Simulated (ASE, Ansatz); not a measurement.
**Structural relaxation of twisted InSe bilayer, 38.21° (56 atoms)**

Wanted: the relaxed structure of twisted InSe bilayer, 38.21° (56 atoms) and its electronic structure.

Main program and level: Ansatz 0.2.0; Kohn-Sham DFT, PBE+D4, PAW (set soft_2), plane waves.

**1. The starting structure**

The cell holds 56 atoms: 28 In and 28 Se. Its edges and angles: a = 10.583 Å, b = 10.583 Å, c = 25.910 Å, α = 90.0°, β = 90.0°, γ = 120.0°. It derives from InSe (InSe). InSe (a = 4.0 Å) under InSe (a = 4.0 Å), bilayer, commensurate cell of 7 unit cells a layer, twist 38.21 deg; facing planes 3.23 Å apart; 12 Å of vacuum; layers as built, displaced by a Gaussian of 0.01 Å. Regions: layer 1, 28 atoms (14 In and 14 Se); layer 2, 28 atoms (14 In and 14 Se). Vacuum lies along c.

What the set-up can't give: Only the Γ point is sampled, in a cell whose shortest periodic width is 9 Å.

**2. Single point at the start**

A single point comes first, to see the forces before anything moves.

input.yaml

```yaml
crystal:
  lattice:
    - [10.583, 0.0, 0.0]
    - [-5.2915, 9.16515, 0.0]
    - [0.0, 0.0, 25.91]
  atoms:
    - { symbol: In, position: [0.19081, 0.23687, 0.38868] }
    - { symbol: In, position: [0.19204, 0.24019, 0.28069] }
    - { symbol: Se, position: [0.23717, 0.04775, 0.43798] }
    - { symbol: Se, position: [0.23976, 0.04781, 0.23192] }
    - { symbol: In, position: [0.3327, 0.66578, 0.38843] }
    - { symbol: In, position: [0.33397, 0.6674, 0.28038] }
    - { symbol: Se, position: [0.38067, 0.47513, 0.43774] }
    - { symbol: Se, position: [0.38144, 0.47776, 0.23104] }
    - { symbol: In, position: [0.47571, 0.09426, 0.38858] }
    - { symbol: In, position: [0.47675, 0.09625, 0.28075] }
    - { symbol: Se, position: [0.52353, 0.90341, 0.43824] }
    - { symbol: Se, position: [0.52383, 0.90523, 0.232] }
    - { symbol: In, position: [0.61835, 0.52277, 0.38846] }
    - { symbol: In, position: [0.62053, 0.5243, 0.28049] }
    - { symbol: Se, position: [0.66837, 0.33398, 0.43795] }
    - { symbol: Se, position: [0.66858, 0.33483, 0.2315] }
    - { symbol: In, position: [0.76337, 0.9532, 0.38828] }
    - { symbol: In, position: [0.76105, 0.95142, 0.28034] }
    - { symbol: Se, position: [0.80564, 0.76134, 0.43785] }
    - { symbol: Se, position: [0.80965, 0.7624, 0.23107] }
    - { symbol: In, position: [0.9031, 0.37951, 0.3881] }
    - { symbol: In, position: [0.90482, 0.3828, 0.28065] }
    - { symbol: Se, position: [0.95283, 0.19016, 0.43723] }
    - { symbol: Se, position: [0.95362, 0.19033, 0.23166] }
    - { symbol: In, position: [0.04822, 0.80978, 0.38794] }
    - { symbol: In, position: [0.04928, 0.81062, 0.28003] }
    - { symbol: Se, position: [0.09474, 0.61806, 0.43817] }
    - { symbol: Se, position: [0.09407, 0.61627, 0.23194] }
    - { symbol: In, position: [0.62113, 0.09598, 0.71941] }
    - { symbol: In, position: [0.62055, 0.09777, 0.61073] }
    - { symbol: Se, position: [0.6661, 0.33323, 0.76844] }
    - { symbol: Se, position: [0.66738, 0.33413, 0.5625] }
    - { symbol: In, position: [0.47752, 0.38251, 0.71933] }
    - { symbol: In, position: [0.47732, 0.3831, 0.61169] }
    - { symbol: Se, position: [0.52286, 0.61882, 0.7682] }
    - { symbol: Se, position: [0.52463, 0.62034, 0.56275] }
    - { symbol: In, position: [0.19093, 0.95152, 0.72005] }
    - { symbol: In, position: [0.18936, 0.95014, 0.61109] }
    - { symbol: Se, position: [0.23722, 0.19039, 0.76872] }
    - { symbol: Se, position: [0.23995, 0.19039, 0.56248] }
    - { symbol: In, position: [0.33207, 0.6651, 0.71985] }
    - { symbol: In, position: [0.33227, 0.66536, 0.61129] }
    - { symbol: Se, position: [0.3826, 0.90521, 0.76831] }
    - { symbol: Se, position: [0.38111, 0.90527, 0.56205] }
    - { symbol: In, position: [0.04755, 0.23732, 0.71925] }
    - { symbol: In, position: [0.04737, 0.23716, 0.61185] }
    - { symbol: Se, position: [0.09483, 0.47478, 0.76902] }
    - { symbol: Se, position: [0.09555, 0.47646, 0.56276] }
    - { symbol: In, position: [0.76245, 0.8084, 0.71976] }
    - { symbol: In, position: [0.76246, 0.80864, 0.61117] }
    - { symbol: Se, position: [0.80907, 0.04693, 0.76892] }
    - { symbol: Se, position: [0.80849, 0.04717, 0.56263] }
    - { symbol: In, position: [0.90546, 0.52503, 0.71905] }
    - { symbol: In, position: [0.9026, 0.52202, 0.61132] }
    - { symbol: Se, position: [0.95369, 0.76167, 0.76858] }
    - { symbol: Se, position: [0.95216, 0.76209, 0.5623] }
kpoints:
  mp_grid: { grid: [1, 1, 1] }
hamiltonian:
  xc: pbe
  dispersion: d4
scf:
  occupations: { method: gaussian, width: 0.025 }
output:
  forces: true
  populations: intrinsic
  dos:
    method: { smearing: { sigma: 0.15 } }
    de: 0.1
    projected:
      site_lists:
        In: [In]
        Se: [Se]
        layer_1: [0, 1, 2, 3, 4, 5, 6, 7, 8, 9, 10, 11, 12, 13, 14, 15, 16, 17, 18, 19, 20, 21, 22, 23, 24, 25, 26, 27]
        layer_2: [28, 29, 30, 31, 32, 33, 34, 35, 36, 37, 38, 39, 40, 41, 42, 43, 44, 45, 46, 47, 48, 49, 50, 51, 52, 53, 54, 55]
  eigenvalues: true
```

Command:

```console
ansatz run input.yaml --threads 4 --pin off --max-ram 8192MiB --backend cpu --events-out ev --progress --plain --runs-dir out
```

The program printed:

```text
Engine: ansatz 0.2.0, aarch64-unknown-linux-gnu
Pseudopotentials: kind: paw
Pseudopotential: In, paw, valence charge 13, recommended cutoff 420 eV (normal), In.paw.azcp
Pseudopotential: Se, paw, valence charge 16, recommended cutoff 420 eV (normal), Se.paw.azcp
[... 5 lines on functional and potentials left out ...]
Crystal: 56 atoms, lattice volume = 2513.135 Å³
Basis set: ecut = 420 eV, 49125 PW (Γ), exchange–correlation on 144×144×360 points (8 copies of the dense FFT grid, shifted against one another)
Bands: 488, of which v1, the nominal top of the filled ones, is band 406 counted from 1 (405 counted from 0)
Symmetry: 1 space group operations
Space group: P1 (ITA 1), of the structure as read, at distance tolerance 1.4e-4 Å
k-points: 1
[... 5 lines on functional and potentials left out ...]
Initial density: superposition of atomic densities (neutral atoms: chi_scale 0, normalization atom), corrected by the library's trained network
Initial wavefunctions: pseudopotential atomic-orbital guess
Functional: x = pbe(κ = 0.804, μ = 0.219515), c = pbe(β = 0.066725)
SCF iter   1: F=—  HF=-309917.795558 eV  |F-HF|=—  |Δ(HF+E_count)|=         —  Δρ=1.68e-3  dr2=4.57e-1  ethr=1.77e-3  ⟨swp⟩=6.0  Hψ=1912  notcnv=0  defer=25
preconditioner: auto → Resta (q_TF=auto, 2.260 Å⁻¹)  ε∞=2.5  [insulator: Δε(μ)=1.150 eV  Ē_g=13.864 eV  σ=0.025 eV  W_gap=1.00  n_scr=474 (ndim 8)  ℏωp=17.1 eV  f_vac=0.372  D(μ)=0.00/eV (n_scr^D=0)  ε∞_Penn≈2.5  vacuum switching on, ρ_ref=1.4e-2 e/Å³]
SCF iter   2: F=—  HF=-309917.780678 eV  |F-HF|=—  |Δ(HF+E_count)|=   1.49e-2  Δρ=1.19e-3  dr2=4.30e-1  ethr=5.62e-5  ⟨swp⟩=2.0  Hψ=630  notcnv=0  defer=78
SCF iter   3: F=—  HF=-309917.739888 eV  |F-HF|=—  |Δ(HF+E_count)|=   4.08e-2  Δρ=4.70e-4  dr2=1.45e-2  ethr=5.29e-5  ⟨swp⟩=5.0  Hψ=491  notcnv=0  defer=78
SCF iter   4: F=—  HF=-309917.740843 eV  |F-HF|=—  |Δ(HF+E_count)|=   9.54e-4  Δρ=2.40e-4  dr2=2.31e-3  ethr=1.79e-6  ⟨swp⟩=2.0  Hψ=482  notcnv=0  defer=78
SCF iter   5: F=—  HF=-309917.741923 eV  |F-HF|=—  |Δ(HF+E_count)|=   1.08e-3  Δρ=6.74e-5  dr2=1.85e-4  ethr=2.85e-7  ⟨swp⟩=2.0  Hψ=536  notcnv=0  defer=78
SCF iter   6: F=—  HF=-309917.742105 eV  |F-HF|=—  |Δ(HF+E_count)|=   1.82e-4  Δρ=3.84e-5  dr2=2.98e-4  ethr=2.28e-8  ⟨swp⟩=3.0  Hψ=670  notcnv=0  defer=78
SCF iter   7: F=—  HF=-309917.742061 eV  |F-HF|=—  |Δ(HF+E_count)|=   4.36e-5  Δρ=1.05e-5  dr2=5.14e-6  ethr=2.28e-8  ⟨swp⟩=2.0  Hψ=566  notcnv=0  defer=74
SCF iter   8: F=—  HF=-309917.742985 eV  |F-HF|=—  |Δ(HF+E_count)|=   9.24e-4  Δρ=3.62e-6  dr2=4.70e-7  ethr=6.32e-10  ⟨swp⟩=2.0  Hψ=814  notcnv=0  defer=74
SCF iter   9: F=-309917.742986 eV  HF=-309917.742986 eV  |F-HF|=1.25e-8  |Δ(HF+E_count)|=   2.99e-7  Δρ=1.18e-6  dr2=5.62e-8  ethr=1.23e-11  ⟨swp⟩=11.0  Hψ=2519  notcnv=0
SCF 1 converged in 9 iterations: F = -309917.742986 eV  dr2 = 5.62e-8
  greatest PAW one-centre occupation: 1.000 electrons in one spin orbital (limit 2), on the Se atom at site 35 (counted from 0), in its partial waves of l = 2
SCF converged after 9 iterations
Free energy (F): -309917.742986 eV
Harris-Foulkes:  -309917.742986 eV  (|F-HF|=1.25e-8)
Internal energy: -309917.742986 eV  (E = F + TS)
E sigma→0 (E₀):  -309917.742986 eV
Fermi energy:    3.067728 eV
--- Per-component energies (eV) ---
  E_band       = -16296.567258
  E_kinetic    = 10127.100032
  E_local      = -444534.278525  (includes V_loc(G=0)·N_el)
  E_nonlocal   = -6399.673664
  E_hartree    = 216202.514765
  E_xc         = -8944.996581
  E_vxc        = -5526.667422  (∫ρ·V_xc dr)
  E_paw        = -169857.886973  (= ΣΔE_a)
  E_vpaw       = -2368.028879  (= ΣTr[D̂ρ^β])
  E_aug_tail   = -0.016032  (compensation charges beyond the density's cutoff)
  E_ewald      = 93505.482402
  E_disp       = -15.988408  (pairwise vdW)
  E_smearing   = -0.000000  (= −TS)
  E_closure    = 0.000000  (closes the sum)
  Σ components = -309917.742986   (vs F -309917.742986, Δ=0.00e0)
--- Forces (eV/Å), atoms counted from 1 ---
  atom   1  In    -0.03370638     0.09961994    -0.34276310
  atom   2  In     0.00726653    -0.04312064     0.29079843
  atom   3  Se     0.12031784    -0.14330238     0.24664278
  atom   4  Se    -0.06822622     0.09034442    -0.34387638
  atom   5  In    -0.00170287     0.01933939    -0.20735339
  atom   6  In    -0.00285418    -0.05037849     0.37677957
  atom   7  Se    -0.04513420    -0.04147516     0.24318692
  atom   8  Se     0.09608494    -0.03792166    -0.21540767
  atom   9  In     0.03410859    -0.00272845    -0.14070516
  atom  10  In     0.06884986     0.05052630     0.30685456
  atom  11  Se     0.06536348     0.06597209     0.11912762
  atom  12  Se    -0.03611517     0.02232849    -0.35655585
  atom  13  In    -0.00383550     0.02289044    -0.27944080
  atom  14  In    -0.10032984     0.02730734     0.27686571
[...]
atom  55  Se    -0.07244872    -0.04380095     0.35023600
  atom  56  Se     0.08788004    -0.10560316    -0.36238675
  max |Σ_I F_I| component: 6.72e-5 eV/Å
--- Band table (eV) ---
  k-point 0: bands = ["-44.5990", "-44.5975", "-44.5852", "-44.5838", [... 472 levels ...], "8.4472", "8.5257", "8.5328", "8.5396", "8.5422", "8.5576", "8.5711", "8.5827", "8.6398", "8.6432", "8.6600", "8.6645"]
--- intrinsic populations: 56 sites ---
  site symbol       q [e]
     0     In     12.8086
     1     In     12.7739
     2     Se     16.1997
[...]
55     Se     16.2033
  spilling = 0.000000 (of n_electrons = 812.000000)
```

Run time: 52 s. Hardware: 4 threads of Arm Neoverse V1, shared host; peak memory 3.4 GiB; 3.4 min of CPU time.

The column dr2 measures how far the density is from self-consistency, as an energy; F and HF (Harris–Foulkes) agree once it is small.

Numbers from this run:

```yaml
free_energy: -309917.7430 eV
free_energy_per_atom: -5534.2454 eV/atom
scf_cycles: 9
r_m_s_force_component: 0.1878 eV/Å
longest_force: 0.5675 eV/Å
fermi_energy: 3.068 eV
spacing_of_highest_filled_and_lowest_empty_level: 1.159 eV
```

The r.m.s. force component of 0.19 eV/Å sets the starting point.

Length of the force by element and coordination:

```csv
element,coordination,atoms,mean length of the force (eV/Å),spread,least,most
In,all,28,0.335,0.112,0.142,0.568
Se,all,28,0.284,0.0774,0.151,0.442
```

**3. Relaxation**

With the cell held, the atoms are moved downhill towards a nearby minimum.

input.yaml, the sections that differ from step 2:

```yaml
output:
  forces: true
relax:
  f_tol: 0.05
  max_steps: 200
# crystal, kpoints, hamiltonian, scf: as in step 2
```

The program printed:

```text
[...]
Crystal: 56 atoms, lattice volume = 2513.135 Å³
Basis set: ecut = 420 eV, 49125 PW (Γ), exchange–correlation on 144×144×360 points (8 copies of the dense FFT grid, shifted against one another)
Bands: 488, of which v1, the nominal top of the filled ones, is band 406 counted from 1 (405 counted from 0)
Symmetry: 1 space group operations
[...]
k-points: 1
[...]
SCF iter   1: F=—  HF=-309917.795560 eV  |F-HF|=—  |Δ(HF+E_count)|=         —  Δρ=1.68e-3  dr2=4.57e-1  ethr=1.77e-3  ⟨swp⟩=6.0  Hψ=1912  notcnv=0  defer=25
[...]
SCF iter   7: F=-309917.742981 eV  HF=-309917.742982 eV  |F-HF|=2.47e-7  |Δ(HF+E_count)|=   2.73e-5  Δρ=1.09e-5  dr2=6.72e-6  ethr=7.70e-9  ⟨swp⟩=2.0  Hψ=1356  notcnv=0
SCF 1 converged in 7 iterations: F = -309917.742981 eV  dr2 = 6.72e-6
[...]
relax step   1: F+E_penalty+E_count = -309917.74298143 eV  Δ(F+E_penalty+E_count) = +0.000e0 eV  max|allowed force component| = 5.298e-1 eV/Å  Δτ_max = 0.0000 Å  (7 SCF iters, dr2 threshold 6.25e-5 eV, accepted)
[...]
relax step   2: F+E_penalty+E_count = -309917.58878880 eV  Δ(F+E_penalty+E_count) = +1.542e-1 eV  max|allowed force component| = 1.025e0 eV/Å  Δτ_max = 0.1888 Å  (8 SCF iters, dr2 threshold 1.75e-5 eV, rejected (line search))
[...]
relax step   3: F+E_penalty+E_count = -309917.97066187 eV  Δ(F+E_penalty+E_count) = -2.277e-1 eV  max|allowed force component| = 4.085e-2 eV/Å  Δτ_max = 0.0683 Å  (10 SCF iters, accepted)
relax step   4: F+E_penalty+E_count = -309917.96812806 eV  Δ(F+E_penalty+E_count) = +2.534e-3 eV  max|allowed force component| = 6.875e-2 eV/Å  Δτ_max = 0.0691 Å  (9 SCF iters, rejected (line search))
[...]
relax step   5: F+E_penalty+E_count = -309917.97591704 eV  Δ(F+E_penalty+E_count) = -5.255e-3 eV  max|allowed force component| = 6.291e-3 eV/Å  Δτ_max = 0.0340 Å  (8 SCF iters, accepted)
SCF converged after 8 iterations
Free energy (F): -309917.975917 eV
[...]
Internal energy: -309917.975917 eV  (E = F + TS)
E sigma→0 (E₀):  -309917.975917 eV
Fermi energy:    3.027369 eV
[...]
--- Forces (eV/Å), atoms counted from 1 ---
  atom   1  In    -0.00190293    -0.00003448    -0.00273032
  atom   2  In     0.00352062    -0.00154155    -0.00162258
  atom   3  Se     0.00257209    -0.00274491     0.00095316
  atom   4  Se    -0.00005860     0.00485059    -0.00063779
  atom   5  In     0.00097214     0.00035043     0.00510386
  atom   6  In    -0.00186153     0.00025207     0.00343609
  atom   7  Se    -0.00325435     0.00209632     0.00118721
  atom   8  Se     0.00402202    -0.00037401     0.00123612
  atom   9  In    -0.00257870     0.00040105    -0.00102276
  atom  10  In     0.00052864     0.00022951    -0.00130119
  atom  11  Se    -0.00007730    -0.00371322     0.00105458
  atom  12  Se     0.00054535     0.00226478     0.00073487
  atom  13  In     0.00176320     0.00154320    -0.00166108
  atom  14  In    -0.00079763    -0.00061676    -0.00381376
[...]
atom  55  Se    -0.00015308    -0.00140205    -0.00282167
  atom  56  Se     0.00018792    -0.00196367     0.00069753
  max |Σ_I F_I| component: 2.04e-6 eV/Å
--- Relaxed structure (5 steps of the walk, 3 accepted, 0 SCFs on fresh bases) ---
  F+E_penalty+E_count = -309917.97591704 eV   max|allowed force component| = 6.291e-3 eV/Å
  atoms:
    - { symbol: In, position: [0.191122, 0.236591, 0.387512] }
    - { symbol: In, position: [0.190655, 0.237063, 0.279816] }
    - { symbol: Se, position: [0.237983, 0.045489, 0.438270] }
    - { symbol: Se, position: [0.237541, 0.046788, 0.228775] }
[...]
- { symbol: Se, position: [0.954634, 0.762129, 0.561741] }
```

The job ended after 2.5 min (4 threads; peak memory 3.3 GiB; 9.8 min of CPU time).

Relaxation path:

```csv
step,energy less that of the first step (eV),largest force component (eV/Å)
1,0.0000,0.5298
2,0.1542,1.0250
3,-0.2277,0.0408
4,-0.2251,0.0688
5,-0.2329,0.0063
```

Relaxation steps 2, 4 were tried and not accepted.

The atoms that moved most (Å):

```csv
atom,dx,dy,dz,length
Se15,-0.011,-0.006,-0.089,0.090
In30,0.002,-0.060,0.066,0.089
Se4,-0.018,-0.009,-0.082,0.084
Se28,0.007,0.038,-0.073,0.083
Se32,-0.002,-0.008,0.080,0.080
In54,0.045,0.037,0.051,0.077
Se12,0.014,-0.017,-0.074,0.077
Se24,-0.002,0.001,-0.076,0.076
```

The relaxation changed the energy by -4.16 meV/atom, and atoms moved by 0.05 Å r.m.s., 0.09 Å at most.

**4. Distances and neighbours after relaxation**

Normalised to the volume that the atoms fill. g(r), total and by pair (bins of 0.1 Å):

```csv
r (Å),total,In-In,In-Se,Se-Se
2.55,0.00,0.00,0.00,0.00
2.65,9.31,0.00,18.60,0.00
2.75,1.44,5.75,0.00,0.00
2.85,0.00,0.00,0.00,0.00
2.95,0.00,0.00,0.00,0.00
3.05,0.00,0.00,0.00,0.00
3.15,0.00,0.00,0.00,0.00
3.25,0.00,0.00,0.00,0.00
3.35,0.07,0.00,0.00,0.28
3.45,0.00,0.00,0.00,0.00
3.55,0.38,0.00,0.00,1.50
3.65,0.00,0.00,0.00,0.00
3.75,0.00,0.00,0.00,0.00
3.85,0.00,0.00,0.00,0.00
3.95,4.35,12.00,0.00,5.40
4.05,3.95,4.66,0.00,11.10
4.15,0.28,0.00,0.00,1.12
4.25,0.00,0.00,0.00,0.00
4.35,0.25,0.00,0.00,0.99
4.45,0.00,0.00,0.00,0.00
4.55,0.23,0.00,0.45,0.00
4.65,0.84,0.00,1.67,0.00
4.75,3.58,0.00,7.16,0.00
4.85,4.06,9.60,3.33,0.00
4.95,0.39,1.56,0.00,0.00
5.05,0.18,0.00,0.37,0.00
5.15,0.53,0.00,0.35,1.42
5.25,0.06,0.00,0.00,0.23
5.35,0.00,0.00,0.00,0.00
5.45,0.40,0.00,0.16,1.29
5.55,0.39,0.00,0.47,0.61
5.65,0.00,0.00,0.00,0.00
5.75,0.17,0.09,0.29,0.00
5.85,0.00,0.00,0.00,0.00
5.95,0.27,0.00,0.54,0.00
6.05,0.13,0.52,0.00,0.00
6.15,1.62,0.00,2.99,0.50
6.25,3.77,0.00,7.54,0.00
6.35,0.24,0.00,0.00,0.95
6.45,0.23,0.46,0.23,0.00
6.55,0.17,0.22,0.22,0.00
6.65,0.48,0.22,0.43,0.85
6.75,1.26,0.00,0.00,5.03
6.85,0.30,0.80,0.00,0.41
```

[end of part 1 of 2]

[Long decimals in the printed logs are rounded to 6 places.]

[Logs are printed without paths, hosts, clocks, repeated set-up lines and the standing remarks that a program may print on its own settings, such as how far it seeks lower states.]

[Hosts, paths, dates, database ids (printed as entryN), source tags and the programs' standing remarks are cut or masked in the printed files.]

[A walk said to have stopped at its limit may instead have ended on an SCF cycle that didn't converge.]
